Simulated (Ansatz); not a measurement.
# Lattice dynamics of (KF)1(LiCl)3 [001] superlattice, started as rocksalt type, part 2 of 2

Aim: the phonons of (KF)1(LiCl)3 [001] superlattice, started as rocksalt type at a cell relaxed beforehand at this level.

Ansatz 0.2.0; DFT LDA, scalar-relativistic, plane waves, PAW.

So far: Set-up; Zone-centre response.

The structure was built from a prototype and need not be the compound's stable phase.

**2. Zone-centre response (continued)**

Optical modes at the zone centre, without and with the macroscopic field of the longitudinal modes; each column is sorted by frequency, so a row need not hold one and the same mode. Modes with and without the field, by row:

```
rank among optical modes  no field (cm⁻¹)  q along (1, 0, 0) (cm⁻¹)  q along (0, 0, 1) (cm⁻¹)
                       1             -161                      -161                     -12.6
                       2             50.7                      50.7                      50.7
                       3             50.7                      51.8                      50.7
                       4             81.8                      81.8                      81.8
                       5             81.8                      81.8                      81.8
                       6            120.8                     120.8                     120.8
                       7            120.8                     120.9                     120.8
                       8            154.1                     154.1                     154.1
                       9            163.3                     163.3                     181.2
                      10            204.9                     204.9                     231.2
                      11            231.2                     231.2                     231.2
                      12            231.2                     236.8                     235.9
                      13            236.8                     236.8                     236.8
                      14            236.8                     238.9                     236.8
                      15            239.5                     239.5                     239.5
                      16            239.5                     240.8                     239.5
                      17            240.8                     268.3                     241.8
                      18            273.1                     273.1                     273.1
                      19            277.2                     277.2                     277.2
                      20            277.2                     329.1                     277.2
                      21            329.1                     413.9                     383.3
```

Born charge (rows field, columns displacement) (e), principal values of the symmetric part by kind of site:

```
atom  atoms with these values    low  middle   high   mean
 Cl1                        2  -1.18   -1.18  -0.92  -1.09
 Cl2                        1  -1.16   -1.16  -1.00  -1.10
  F4                        1  -1.31   -1.25  -1.25  -1.27
  K5                        1   1.18    1.18   1.19   1.18
 Li6                        2   0.99    1.21   1.21   1.14
 Li7                        1   0.99    1.16   1.16   1.11
```

In full for K5:

```
1.18 0.00 0.00
0.00 1.18 0.00
0.00 0.00 1.19
```

High-frequency dielectric tensor:

```
2.80 0.00 0.00
0.00 2.80 0.00
0.00 0.00 2.71
```

Transverse modes; imaginary modes are left out. Infrared lines, with heights relative to the strongest:

```
position (cm⁻¹)  relative intensity
             51                 0.4
             82                 0.0
            121                 0.0
            154                 0.0
            163                 5.0
            205                 4.6
            231                 100
            237                 0.0
            240                 7.1
            241                 0.0
            273                 0.0
            277                  23
            329                  13
```

Activity x (w_L - w)^4 (n + 1)/w, 532 nm, 300 K; imaginary modes are left out; modes without the macroscopic field alone. Lines of the Raman spectrum (strongest = 100):

```
position (cm⁻¹)  relative intensity
             51                 0.0
             82                 9.4
            121                 0.0
            154                 100
            163                 0.0
            205                 0.0
            231                 0.0
            237                 1.8
            240                 0.0
            241                 0.0
            273                  42
            277                 0.0
            329                 0.0
```

Before it was imposed, the acoustic sum rule was missed by 4.5e-5 eV/Å² and the charge sum rule by 0.0040 e. Small misses are needed for a sound result but don't prove that mesh and cutoff are converged. The lowest optical mode is imaginary, 161.0i cm⁻¹, so the energy falls along it.

**3. Isotope substitution, element Cl, natural mass 35.45 amu**

An isotope changes the mass and not the force constants, so no new electronic calculation is needed; the shifts show which modes move this element.

The same force constants with the mass of Cl changed from 35.450 to 36.966 u (phonopy, no LO-TO term). Both lists are sorted by frequency; levels can cross, so a row need not hold one and the same mode. Modes under 3 cm⁻¹ are left out. Isotope shifts, by row:

```
    q  rank  natural mass (cm⁻¹)  changed mass (cm⁻¹)
0 0 0     1                 -161                 -161
0 0 0     5                50.67                50.37
0 0 0     6                50.67                50.37
0 0 0     7                81.84                80.36
0 0 0     8                81.84                80.36
0 0 0     9                120.8                118.7
0 0 0    10                120.8                118.7
0 0 0    11                154.1                151.7
0 0 0    12                163.3                161.4
0 0 0    13                204.9                202.7
0 0 0    14                231.2                230.5
0 0 0    15                231.2                230.5
0 0 0    16                236.8                236.2
0 0 0    17                236.8                236.2
0 0 0    18                239.5                238.7
0 0 0    19                239.5                238.7
0 0 0    20                240.8                239.5
0 0 0    21                273.1                271.7
0 0 0    22                277.2                277.2
0 0 0    23                277.2                277.2
0 0 0    24                329.1                328.5
```

A mode of this element alone would shift by -2.07 %. The highest zone-centre frequency without the field goes from 329.1 to 328.5 cm⁻¹ (-0.2 %).

**4. Isotope substitution, element K, natural mass 39.0983 amu**

The same for K, from 39.10 to 40.96 u.

A mode of this element alone would shift by -2.30 %. The highest zone-centre frequency without the field goes from 329.1 to 329.0 cm⁻¹ (-0.0 %).

**5. Another isotope, element Li, natural mass 6.94 amu**

The same for Li, from 6.94 to 6.02 u.

The same force constants with the mass of Li changed from 6.940 to 6.015 u (phonopy, no LO-TO term). Both lists are sorted by frequency; levels can cross, so a row need not hold one and the same mode. Modes under 3 cm⁻¹ are left out. Isotope shifts, by row:

```
    q  rank  natural mass (cm⁻¹)  changed mass (cm⁻¹)
0 0 0     1                 -161               -165.3
0 0 0     5                50.67                50.78
0 0 0     6                50.67                50.78
0 0 0     7                81.84                82.54
0 0 0     8                81.84                82.54
0 0 0     9                120.8                122.1
0 0 0    10                120.8                122.1
0 0 0    11                154.1                156.7
0 0 0    12                163.3                163.4
0 0 0    13                204.9                208.8
0 0 0    14                231.2                245.9
0 0 0    15                231.2                245.9
0 0 0    16                236.8                247.7
0 0 0    17                236.8                252.2
0 0 0    18                239.5                252.2
0 0 0    19                239.5                254.5
0 0 0    20                240.8                254.5
0 0 0    21                273.1                277.4
0 0 0    22                277.2                277.4
0 0 0    23                277.2                288.4
0 0 0    24                329.1                  350
```

A mode of this element alone would shift by +7.41 %. The highest zone-centre frequency without the field goes from 329.1 to 350.0 cm⁻¹ (+6.4 %).

**6. Summary of results**

| Property | Result |
| --- | --- |
| space group (within 0.01 Å) | P4/mmm |
| volume per atom | 16.6 Å³ |
| gap on the k-mesh | 5.95 eV |
| highest optical mode at the zone centre (no LO-TO term) | 329 cm⁻¹ |
| top of the zone-centre spectrum with the field | 414 cm⁻¹ |
| lowest optical zone-centre mode | -161 cm⁻¹ |
| mean high-frequency dielectric constant | 2.77 |
| largest Born charge (third of the trace) | -1.27 e |
| imaginary modes at Γ (the only wavevector solved) | yes |

What this shows: A zone-centre mode is imaginary (161.0i cm⁻¹), so this structure is not a minimum of the energy. Without the field, the optical modes at Γ span -161 to 329 cm⁻¹ (negative means imaginary). No dispersion was computed. The highest mode in this list at Γ, 329.1 cm⁻¹, is mostly motion of Li (85 % of the kinetic energy). With the macroscopic field of the longitudinal modes the top of the zone-centre spectrum lies at 414 cm⁻¹, against 329 cm⁻¹ without it. Among the real modes, the strongest infrared line is at 231 cm⁻¹. Averaged over orientations, the strongest Raman line at 532 nm and 300 K is at 154 cm⁻¹. The starting cell was built on a prototype and not taken from a measurement, so the phase need not exist. These are harmonic frequencies at zero temperature: anharmonic shifts, linewidths and thermal expansion are left out.

[Logs are printed without paths, hosts, clocks, repeated set-up lines and the standing remarks that a program may print on its own settings, such as how far it seeks lower states.]

[Hosts, paths, dates, database ids (printed as entryN), source tags and the programs' standing remarks are cut or masked in the printed files.]
